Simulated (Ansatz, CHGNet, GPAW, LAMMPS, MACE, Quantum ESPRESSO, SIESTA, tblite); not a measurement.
# GPAW on amorphous Zn20Hg10Se19S11 (60 atoms): settings against a plane-wave reference

How do the settings of GPAW change the result for amorphous Zn20Hg10Se19S11 (60 atoms)? A plane-wave run serves as the yardstick.

Calculated with GPAW 26.7.0; the method is named at each step.

## (1) The starting structure

The cell holds 60 atoms: 20 Zn, 10 Hg, 19 Se and 11 S. Its edges and angles: a = 11.236 Å, b = 11.236 Å, c = 11.236 Å, α = 90.0°, β = 90.0°, γ = 90.0°. 60 atoms (20 Zn, 10 Hg, 19 Se, 11 S) placed at random at 6.05 g/cm³, melted at 2500 K for 10 ps at fixed volume with the Stillinger-Weber II-VI potential (Zhou et al., Phys. Rev. B 88, 085309 (2013)). Quenched from 2500 K to 500 K at 100 K/ps and fixed volume, held 5 ps.

The yardstick, on the same geometry:

```
method                 : Kohn-Sham DFT, PBE, SSSP efficiency 1.3.0 pseudopotentials, plane waves (Quantum ESPRESSO 7.5); sssp-pbe-1.3.0-efficiency, cutoffs 45/360 Ry, Γ point
r.m.s. force component : 0.5455 eV/Å
longest force          : 2.381 eV/Å
pressure               : 0.2797 GPa
time                   : 5.5 min on 4 MPI ranks of Arm Neoverse V1, shared host
CPU time               : 22 min
```

## (2) PBE, LCAO dzp, h 0.2 Å

Method: Kohn-Sham DFT, PBE, PAW, atomic orbitals (dzp).

File run.py:

```python
import numpy as np
from ase.io import read
from gpaw import GPAW, FermiDirac

atoms = read("structure.xyz")
atoms.calc = GPAW(
    mode="lcao",
    basis="dzp",
    h=0.2,
    xc="PBE",
    kpts={"size": (1, 1, 1), "gamma": True},
    occupations=FermiDirac(0.05),
    maxiter=200,
    symmetry={"point_group": False},
    txt="gpaw.txt",
)
energy = atoms.get_potential_energy(force_consistent=True)
forces = atoms.get_forces()
print(f"energy {energy:.6f} eV")
print("forces (eV/A)")
for i, (a, f) in enumerate(zip(atoms, forces)):
    print(f"{i:4d} {a.symbol:2s} {f[0]:10.5f} {f[1]:10.5f} {f[2]:10.5f}")
print(f"Fermi level {atoms.calc.get_fermi_level():.4f} eV")
for k in range(len(atoms.calc.get_ibz_k_points())):
    for s in range(atoms.calc.get_number_of_spins()):
        e = atoms.calc.get_eigenvalues(kpt=k, spin=s)
        n = np.searchsorted(e, atoms.calc.get_fermi_level())
        print(f"k {k} spin {s} levels about the Fermi level:", np.round(e[max(n - 6, 0):n], 4).tolist(), "|", np.round(e[n:n + 6], 4).tolist())
```

File structure.xyz:

```xyz
60
Lattice="11.23550 0.00000 0.00000 0.00000 11.23550 0.00000 0.00000 0.00000 11.23550" Properties=species:S:1:pos:R:3 pbc="T T T"
Zn 6.90556 2.58967 4.18556
Zn 8.04597 8.37730 7.73441
Zn 5.52618 5.49416 2.59877
Zn 3.08527 4.03894 10.62496
Zn 8.39741 0.59256 9.61736
Zn 8.30764 3.22504 7.61340
Zn 0.59200 1.98644 11.07303
Zn 2.21890 8.94593 6.09402
Zn 9.12547 6.09503 4.35657
Zn 4.73352 1.73420 1.78026
Zn 8.30528 3.96242 1.02872
Zn 9.64163 10.98720 5.77527
Zn 3.41627 0.11820 9.98297
Zn 11.18573 8.81245 3.27537
Zn 5.97976 9.19367 3.90389
Zn 5.56697 5.47798 6.34019
Zn 3.83310 8.08596 8.96481
Zn 3.12246 8.19405 1.34736
Zn 5.78842 0.34347 6.63816
Zn 5.65325 5.82370 9.79309
Hg 2.41721 0.06865 3.49649
Hg 11.16977 2.50540 3.81782
Hg 0.05786 9.10120 9.84410
Hg 1.93700 5.10856 2.43563
Hg 9.47962 5.07182 8.65740
Hg 10.97708 6.16514 0.43133
Hg 1.60409 0.98917 6.88141
Hg 7.11791 8.59471 0.18449
Hg 2.19070 4.65577 7.62441
Hg 9.14997 10.84147 1.81060
Se 0.85570 6.89118 4.57914
Se 9.04772 1.20692 3.81872
Se 6.38660 10.91754 1.96048
Se 10.15611 1.26770 7.79182
Se 7.60115 4.43993 5.53416
Se 2.10845 2.44215 1.79431
Se 0.52751 4.27196 9.75972
Se 10.05049 4.66936 2.58675
Se 4.21399 6.08638 0.70020
Se 3.79771 10.37261 7.52891
Se 3.56581 8.78875 3.74985
Se 9.41625 1.73611 0.20516
Se 4.85587 1.44387 4.76565
Se 7.33453 7.21746 2.75607
Se 9.85926 6.91669 6.88332
Se 7.91878 5.81055 10.65698
Se 3.88085 5.63752 4.58015
Se 2.13025 3.07493 5.29091
Se 1.49612 7.30487 8.12136
S 6.33424 3.48312 2.20148
S 4.47263 9.42467 11.00787
S 6.62883 1.71375 8.53965
S 1.18287 0.25932 9.54838
S 0.78413 8.40314 1.01794
S 8.70268 9.44681 9.69028
S 7.40217 9.91904 5.96605
S 4.67251 4.17084 8.27540
S 5.92763 7.39745 7.82148
S 0.60458 10.50317 5.11069
S 4.44600 1.95374 10.61519
```

Command:

```console
> OMP_NUM_THREADS=1 python run.py > output.txt
```

Log:

```text
energy -137.743253 eV
forces (eV/A)
   0 Zn    0.07775   -0.41744    0.28783
   1 Zn   -0.27443    0.11760   -0.60286
   2 Zn   -0.09935    0.70955    1.17028
   3 Zn    0.56205   -0.42475   -0.19125
   4 Zn   -0.14202   -0.11914   -0.86485
   5 Zn   -0.97418   -2.10037   -0.87100
   6 Zn   -0.10966   -0.13469   -0.42987
   7 Zn   -0.28031   -0.50645    0.18473
   8 Zn    0.03915    0.42222    0.41027
   9 Zn    0.40350   -0.21127   -0.54002
  10 Zn   -0.22354   -0.47669   -0.02670
  11 Zn   -1.02171    0.37437    0.35283
  12 Zn    0.04442   -0.85690   -0.19667
  13 Zn    0.19965   -0.19316    0.19717
  14 Zn    0.95520    0.14989   -0.23428
  15 Zn   -0.44253    0.20835    0.72331
  16 Zn    0.01642    0.49520   -0.11318
  17 Zn    0.18466    0.51426   -0.32727
  18 Zn    0.62517   -0.31258    0.65667
  19 Zn   -0.30498   -0.12886   -1.05386
  20 Hg    0.86082    0.28637   -0.78950
  21 Hg    0.95596    0.62724    0.66887
  22 Hg    0.18323    0.18732   -0.49557
  23 Hg   -0.21814    0.46744    0.77632
[...]
52 S    -0.07441    0.06692    0.62907
  53 S    -0.00585    0.48579    0.55887
  54 S     0.32209    0.48115   -0.36604
  55 S     0.38327    0.04287   -0.25697
  56 S    -0.05114    0.56368    0.24685
  57 S    -0.71803   -0.62667    0.53920
  58 S    -0.86166   -1.19556   -0.28744
  59 S    -0.04255    1.06684    0.63441
Fermi level 4.3145 eV
k 0 spin 0 levels about the Fermi level: [3.872, 3.9835, 4.0611, 4.1657, 4.1816, 4.2385] | [4.3652, 4.4811, 4.7718, 4.8844, 5.3125, 5.4163]
```

gpaw.txt:

```text
Input parameters:
  mode=LCAO(),
  basis={'default': 'dzp'},
  h=0.2,
  kpts=MonkhorstPack(size=(1, 1, 1), gamma=True),
  maxiter=200,
  occupations=Occupations(name='fermi-dirac', width=0.05, fixmagmom=False),
  symmetry=Symmetry(point_group=False),
  xc=XC(name='PBE')
Unit cell  # Å
| periodic |         x |         y |         z |   lengths |    angles |
|----------|-----------|-----------|-----------|-----------|-----------|
|      yes | 11.235500 |  0.000000 |  0.000000 | 11.235500 | 90.000000 |
|      yes |  0.000000 | 11.235500 |  0.000000 | 11.235500 | 90.000000 |
|      yes |  0.000000 |  0.000000 | 11.235500 | 11.235500 | 90.000000 |
Number of symmetries: 1
Symmetry operations  # r_c * U_cc + t_c -> r_c
|   | kind |            matrix            |
|---|------|------------------------------|
| 0 |  E   |  1, 0, 0,  0, 1, 0,  0, 0, 1 |
BZ-sampling:
  Number of BZ points: 1
  Number of IBZ points: 1
  Monkhorst-Pack size: [1, 1, 1]
  Monkhorst-Pack shift: [0, 0, 0]
[... lines left out ...]
  Fermi-Dirac:
[... lines left out ...]
xc functional:
  name: PBE with 2 nearest neighbor stencil
interpolation: tri-quintic # 5. degree polynomial
Initialization done in: 12.634 s
convergence criteria:
- Maximum [total energy] change in last 3 cyles: 0.0005 eV / valence electron
- Maximum integral of absolute [dens]ity change: 0.0001 electrons / valence electron
- Maximum integral of absolute [eigenst]ate change: 4e-08 eV^2 / valence electron
maximum number of iterations: 200
SCF iterations
|iter     |      energy | eigst |  dens |
|---------|-------------|-------|-------|
|iter:   1| -148.699995 |      c|       |
|iter:   2| -144.972064 |      c| -1.31 |
|iter:   3| -138.592275 |      c| -1.36 |
|iter:   4| -140.344245 |      c| -1.63 |
|iter:   5| -138.126998 |      c| -1.71 |
|iter:   6| -138.051734 |      c| -1.95 |
|iter:   7| -137.819175 |      c| -2.11 |
|iter:   8| -137.711682 |      c| -2.30 |
|iter:   9| -137.677720c|      c| -2.59 |
|iter:  10| -137.665776c|      c| -2.79 |
|iter:  11| -137.659470c|      c| -3.03 |
|iter:  12| -137.659829c|      c| -3.39 |
|iter:  13| -137.658776c|      c| -3.61 |
|iter:  14| -137.658970c|      c| -3.99 |
|iter:  15| -137.658920c|      c| -4.27c|
Converged in 15 steps
SCF loop duration: 201.893 s (13.460 s/step)
Energy contributions relative to reference atoms: (reference = -7684185.249687)
Energy contributions:
  Kinetic:         413.553490
  Coulomb:        -345.851137
  Zero:              3.076355
  External:          0.000000
  Xc:             -208.353294
  Entropy:          -0.168666
  Spinorbit:         0.000000
  ----------------------------
  Free energy:    -137.743253
  Extrapolated:   -137.658920
dipole moment: (3.266834, -33.869543, -19.886707)  # |e|*Ang
Fermi level: 4.315
Eigenvalues  # (at kpt = [0.000, 0.000, 0.000])
| band index |      eig [eV] | occ [0-2] |
|------------|---------------|-----------|
|          0 |       -59.350 |     2.000 |
|        ... |               |           |
|        292 |         3.732 |     2.000 |
|        293 |         3.753 |     2.000 |
[...]
|        307 |         5.814 |     0.000 |
|        ... |               |           |
|        363 |        10.408 |     0.000 |
Gap: 0.127 eV
Transition (v -> c):
  (s=0, k=0, n=299, [0.00, 0.00, 0.00]) -> (s=0, k=0, n=300, [0.00, 0.00, 0.00])
No difference between direct/indirect transitions
Force computation time: 35.742  # s
timing:  # [seconds]
  Total:  250.302  # ━━━━━━━━━━━━━━━━━━━━━━━━━━━━━━━━━━━━━━━━━━━━━━━━━━━━━━━━
  Init:    12.633  # ━━━
  SCF:    201.893  # ━━━━━━━━━━━━━━━━━━━━━━━━━━━━━━━━━━━━━━━━━━━━━
  Forces:  35.742  # ━━━━━━━━
```

Elapsed: 4.2 min, on 1 thread of Arm Neoverse V1, shared host; peak memory 1.6 GiB.

Banners, paths, timers and routine set-up lines are dropped from the logs unmarked, and long logs keep their key lines alone; longer cuts are marked.

Compared with the plane-wave run:

| Quantity | Value |
| --- | --- |
| r.m.s. force component | 0.5704 eV/Å |
| r.m.s. difference of force components | 57.37 meV/Å |
| longest difference of force vectors | 215.5 meV/Å |
| force difference over r.m.s. force | 10.52 % |
| slope of forces against the reference's | 1.041 |
| correlation of force components | 0.9957 |

Length of the force difference by element (eV/Å):

```
element  atoms   mean  most
     Hg     10   0.10  0.22
      S     11   0.11  0.20
     Se     19  0.099  0.21
     Zn     20  0.044  0.10
```

A closer look about Zn6, which bears the longest force: 9 atoms, nearest first, numbered in the order of the input, with positions taken from that point.

```
atom      x      y      z  distance (Å)  bonds     Fx     Fy  Fz (eV/Å)
 Zn6   0.00   0.00   0.00          0.00      3  -0.97  -2.10      -0.87
Hg25   1.17   1.85   1.04          2.42      3   0.26   1.05       0.09
 S52  -1.68  -1.51   0.93          2.44      3   0.83  -0.17      -0.56
Se35  -0.71   1.21  -2.08          2.51      4   0.36  -0.31       0.65
Se34   1.85  -1.96   0.18          2.70      4  -1.06   0.33      -0.57
 Zn5   0.09  -2.63   2.00          3.31      4  -0.14  -0.12      -0.86
 Zn1  -1.40  -0.64  -3.43          3.76      4   0.08  -0.42       0.29
Zn16  -2.74   2.25  -1.27          3.77      4  -0.44   0.21       0.72
 S57  -3.64   0.95   0.66          3.81      3  -0.05   0.56       0.25
```

Atoms are counted from 1 here, from 0 in the log.

Forces lie 11 % from the reference's, at 0.19 times its CPU time (on 1 against 4 cores).

## (3) PBE, LCAO dzp, h 0.16 Å

Method: Kohn-Sham DFT, PBE, PAW, atomic orbitals (dzp).

run.py: that of step 2 with these lines changed.

```diff
@@ -8,3 +8,3 @@
     basis="dzp",
-    h=0.2,
+    h=0.16,
     xc="PBE",
```

structure.xyz is that of step 2.

Log:

```text
energy -138.943132 eV
forces (eV/A)
   0 Zn    0.07729   -0.42283    0.27860
   1 Zn   -0.27310    0.11720   -0.60522
   2 Zn   -0.09689    0.71054    1.16890
   3 Zn    0.56294   -0.42029   -0.19560
   4 Zn   -0.14144   -0.11905   -0.86455
   5 Zn   -0.97474   -2.09830   -0.87284
   6 Zn   -0.10796   -0.13231   -0.42920
   7 Zn   -0.27884   -0.50866    0.18475
   8 Zn    0.03914    0.42835    0.40430
   9 Zn    0.40221   -0.20787   -0.54845
  10 Zn   -0.22038   -0.47874   -0.02523
  11 Zn   -1.01742    0.37267    0.35201
[...]
55 S     0.34773    0.08528   -0.28975
  56 S    -0.10679    0.51757    0.25676
  57 S    -0.68901   -0.66300    0.52387
  58 S    -0.83572   -1.21279   -0.30219
  59 S    -0.00343    1.07224    0.65973
Fermi level 4.3145 eV
k 0 spin 0 levels about the Fermi level: [3.872, 3.9835, 4.0611, 4.1656, 4.1816, 4.2384] | [4.3652, 4.481, 4.7718, 4.8844, 5.3125, 5.4163]
```

gpaw.txt:

```text
Input parameters:
  mode=LCAO(),
  basis={'default': 'dzp'},
  h=0.16,
  kpts=MonkhorstPack(size=(1, 1, 1), gamma=True),
  maxiter=200,
  occupations=Occupations(name='fermi-dirac', width=0.05, fixmagmom=False),
  symmetry=Symmetry(point_group=False),
  xc=XC(name='PBE')
[... lines left out ...]
  Fermi-Dirac:
[... lines left out ...]
convergence criteria:
- Maximum [total energy] change in last 3 cyles: 0.0005 eV / valence electron
[... lines left out ...]
Converged in 15 steps
[... lines left out ...]
  Free energy:    -138.943132
[... lines left out ...]
Fermi level: 4.315
[... lines left out ...]
|          0 |       -59.350 |     2.000 |
|        ... |               |           |
|        292 |         3.732 |     2.000 |
|        293 |         3.753 |     2.000 |
[...]
|        307 |         5.814 |     0.000 |
|        ... |               |           |
|        363 |        10.408 |     0.000 |
Gap: 0.127 eV
Transition (v -> c):
  (s=0, k=0, n=299, [0.00, 0.00, 0.00]) -> (s=0, k=0, n=300, [0.00, 0.00, 0.00])
No difference between direct/indirect transitions
Force computation time: 63.157  # s
timing:  # [seconds]
  Total:  459.246  # ━━━━━━━━━━━━━━━━━━━━━━━━━━━━━━━━━━━━━━━━━━━━━━━━━━━━━━━━
  Init:    17.587  # ━━
  SCF:    378.470  # ━━━━━━━━━━━━━━━━━━━━━━━━━━━━━━━━━━━━━━━━━━━━━━
  Forces:  63.157  # ━━━━━━━╸
```

Run time: 7.7 min. Hardware: 1 thread; peak memory 3 GiB.

Against the reference:

| Property | Result |
| --- | --- |
| r.m.s. force component | 0.5724 eV/Å |
| r.m.s. difference of force components | 55.31 meV/Å |
| longest difference of force vectors | 262.2 meV/Å |
| force difference over r.m.s. force | 10.14 % |
| slope of forces against the reference's | 1.045 |
| correlation of force components | 0.9963 |
| energy less the same-level run's | -20 meV/atom |
| r.m.s. force difference from the same-level run | 23.16 meV/Å |

Against the first run (11 %), the force difference from the reference is 10 %, at 1.8 times the CPU time.

## (4) PBE, LCAO sz(dzp), h 0.2 Å

Method: Kohn-Sham DFT, PBE, PAW, atomic orbitals (sz(dzp)).

run.py: that of step 3 with these lines changed.

```diff
@@ -7,4 +7,4 @@
     mode="lcao",
-    basis="dzp",
-    h=0.16,
+    basis="sz(dzp)",
+    h=0.2,
     xc="PBE",
```

structure.xyz is that of step 3.

Log:

```text
energy -110.612992 eV
forces (eV/A)
   0 Zn    0.35932   -0.64492    0.50136
   1 Zn   -0.28406    0.10905   -0.73893
   2 Zn   -0.17413    0.92772    1.32188
   3 Zn    0.55278   -0.36027   -0.17110
   4 Zn   -0.05468   -0.25262   -0.77616
   5 Zn   -0.89152   -2.07542   -0.95583
   6 Zn   -0.21950   -0.02267   -0.36498
   7 Zn   -0.20442   -0.87562    0.16572
   8 Zn    0.09935    0.65335    0.60196
   9 Zn    0.39982   -0.35999   -0.38347
  10 Zn   -0.19549   -0.73629   -0.21373
  11 Zn   -1.25387    0.26739    0.46806
[...]
55 S     0.42175   -0.05738   -0.45898
  56 S    -0.00651    0.23685    0.16438
  57 S    -0.74489   -0.55877    0.49794
  58 S    -0.97131   -1.21778   -0.26399
  59 S     0.34310    1.45501    0.52245
Fermi level 4.4781 eV
k 0 spin 0 levels about the Fermi level: [4.0423, 4.1316, 4.2322, 4.3021, 4.3508, 4.3975] | [4.5364, 4.6397, 4.9414, 5.103, 5.5161, 5.66]
```

gpaw.txt:

```text
Input parameters:
  mode=LCAO(),
  basis={'default': 'sz(dzp)'},
  h=0.2,
  kpts=MonkhorstPack(size=(1, 1, 1), gamma=True),
  maxiter=200,
  occupations=Occupations(name='fermi-dirac', width=0.05, fixmagmom=False),
  symmetry=Symmetry(point_group=False),
  xc=XC(name='PBE')
[... lines left out ...]
  Fermi-Dirac:
[... lines left out ...]
convergence criteria:
- Maximum [total energy] change in last 3 cyles: 0.0005 eV / valence electron
[... lines left out ...]
Converged in 14 steps
[... lines left out ...]
  Free energy:    -110.612992
[... lines left out ...]
Fermi level: 4.478
[... lines left out ...]
|          0 |       -58.808 |     2.000 |
|        ... |               |           |
|        292 |         3.831 |     2.000 |
|        293 |         3.867 |     2.000 |
[...]
|        307 |         6.037 |     0.000 |
|        ... |               |           |
|        363 |        11.414 |     0.000 |
Gap: 0.139 eV
Transition (v -> c):
  (s=0, k=0, n=299, [0.00, 0.00, 0.00]) -> (s=0, k=0, n=300, [0.00, 0.00, 0.00])
No difference between direct/indirect transitions
Force computation time: 12.487  # s
timing:  # [seconds]
  Total:  99.606  # ━━━━━━━━━━━━━━━━━━━━━━━━━━━━━━━━━━━━━━━━━━━━━━━━━━━━━━━━━
  Init:    9.116  # ━━━━━
  SCF:    77.970  # ━━━━━━━━━━━━━━━━━━━━━━━━━━━━━━━━━━━━━━━━━━━━╸
  Forces: 12.487  # ━━━━━━━
```

Wall time 1.7 min (1 thread); peak memory 1.3 GiB.

Numbers from this run, and their distance from the reference:

| Property | Result |
| --- | --- |
| r.m.s. force component | 0.6254 eV/Å |
| r.m.s. difference of force components | 200.3 meV/Å |
| longest difference of force vectors | 637.9 meV/Å |
| force difference over r.m.s. force | 36.71 % |
| slope of forces against the reference's | 1.09 |
| correlation of force components | 0.9506 |

This is a coarse setting, run to see what it loses.

Against the first run (11 %), the force difference from the reference is 37 %, at 0.40 times the CPU time, with 420 basis functions against 1080: the smaller basis costs accuracy.

## (5) PBE, grid h 0.24 Å

Method: Kohn-Sham DFT, PBE, PAW, finite differences on a real-space grid.

run.py: that of step 4 with these lines changed.

```diff
@@ -3,2 +3,3 @@
 from gpaw import GPAW, FermiDirac
+from ase.parallel import parprint as print
 
@@ -6,5 +7,4 @@
 atoms.calc = GPAW(
-    mode="lcao",
-    basis="sz(dzp)",
-    h=0.2,
+    mode="fd",
+    h=0.24,
     xc="PBE",
@@ -14,2 +14,3 @@
     symmetry={"point_group": False},
+    nbands=475,
     txt="gpaw.txt",
```

structure.xyz is that of step 4.

Command:

```console
> OMP_NUM_THREADS=1 mpirun -np 4 gpaw python run.py > output.txt
```

Log:

```text
energy -158.683162 eV
forces (eV/A)
   0 Zn    0.07340   -0.43636    0.27603
   1 Zn   -0.27295    0.13271   -0.59944
   2 Zn   -0.09195    0.71647    1.13150
   3 Zn    0.53871   -0.43786   -0.17831
   4 Zn   -0.12882   -0.08970   -0.90458
   5 Zn   -0.96036   -2.10063   -0.82081
   6 Zn   -0.10410   -0.11314   -0.39801
   7 Zn   -0.29308   -0.48227    0.15031
   8 Zn    0.01873    0.42676    0.41459
   9 Zn    0.38930   -0.19116   -0.50692
  10 Zn   -0.18684   -0.45112   -0.01958
  11 Zn   -0.99526    0.42143    0.34559
  12 Zn    0.04051   -0.88100   -0.22589
  13 Zn    0.28439   -0.25033    0.21691
  14 Zn    0.91759    0.16811   -0.28497
  15 Zn   -0.44361    0.21266    0.73006
  16 Zn    0.02836    0.51800   -0.13122
  17 Zn    0.17378    0.49536   -0.33665
  18 Zn    0.59294   -0.30922    0.64302
  19 Zn   -0.28312   -0.11836   -1.06537
  20 Hg    0.81839    0.23309   -0.71561
  21 Hg    0.88606    0.59944    0.62778
  22 Hg    0.18479    0.19980   -0.44049
  23 Hg   -0.19156    0.43429    0.78652
[...]
52 S    -0.07970    0.11367    0.57958
  53 S    -0.08208    0.39844    0.47396
  54 S     0.26137    0.40871   -0.27165
  55 S     0.39682    0.05766   -0.29746
  56 S    -0.14917    0.61788    0.22207
  57 S    -0.65972   -0.63514    0.51442
  58 S    -0.69114   -1.11148   -0.25473
  59 S    -0.04852    0.99585    0.62892
Fermi level 4.2872 eV
k 0 spin 0 levels about the Fermi level: [3.839, 3.9553, 4.0324, 4.1359, 4.1571, 4.2117] | [4.336, 4.4619, 4.7562, 4.8855, 5.3084, 5.4159]
```

gpaw.txt:

```text
Input parameters:
  mode=FD(),
  h=0.24,
  kpts=MonkhorstPack(size=(1, 1, 1), gamma=True),
  maxiter=200,
  nbands=475,
  occupations=Occupations(name='fermi-dirac', width=0.05, fixmagmom=False),
  symmetry=Symmetry(point_group=False),
  xc=XC(name='PBE')
Diagonalizing LCAO Hamiltonian
Converting LCAO to fd mode
        .---------------------------.
       /|         S                 |
[... lines left out ...]
  Converge bands: occupied
[... lines left out ...]
  Fermi-Dirac:
[... lines left out ...]
convergence criteria:
- Maximum [total energy] change in last 3 cyles: 0.0005 eV / valence electron
[... lines left out ...]
Converged in 69 steps
[... lines left out ...]
  Coulomb:        -397.368090
  Zero:            -17.647385
  External:          0.000000
  Xc:             -218.227013
  Entropy:          -0.168063
  Spinorbit:         0.000000
  ----------------------------
  Free energy:    -158.683162
  Extrapolated:   -158.599131
dipole moment: (2.761174, -33.407026, -19.434871)  # |e|*Ang
Fermi level: 4.287
Eigenvalues  # (at kpt = [0.000, 0.000, 0.000])
| band index |      eig [eV] | occ [0-2] |
|------------|---------------|-----------|
|          0 |       -59.440 |     2.000 |
|        ... |               |           |
|        292 |         3.701 |     2.000 |
|        293 |         3.723 |     2.000 |
[...]
|        307 |         5.790 |     0.000 |
|        ... |               |           |
|        474 |        16.403 |     0.000 |
Gap: 0.124 eV
Transition (v -> c):
  (s=0, k=0, n=299, [0.00, 0.00, 0.00]) -> (s=0, k=0, n=300, [0.00, 0.00, 0.00])
No difference between direct/indirect transitions
Force computation time: 4.462  # s
```

Run time: 13 min. Hardware: 4 MPI ranks; peak memory 2.7 GiB.

Compared with the plane-wave run:

- r.m.s. force component: 0.5573 eV/Å
- r.m.s. difference of force components: 26.32 meV/Å
- longest difference of force vectors: 113.5 meV/Å
- force difference over r.m.s. force: 4.824 %
- slope of forces against the reference's: 1.021
- correlation of force components: 0.9991

This is a coarse setting, run to see what it loses.

Against the first run (11 %), the force difference from the reference is 4.8 %, at 13 times the CPU time (on 4 against 1 cores) (69 SCF steps against 15).

(Part 1 of 2 ends here.)

[Also dropped from logs without a mark: logging warnings of Python, and SIESTA's first energy breakdown and zero terms.]

[Logs are printed without paths, hosts, clocks, repeated set-up lines and the standing remarks that a program may print on its own settings, such as how far it seeks lower states.]

[Hosts, paths, dates, database ids (printed as entryN), source tags and the programs' standing remarks are cut or masked in the printed files.]
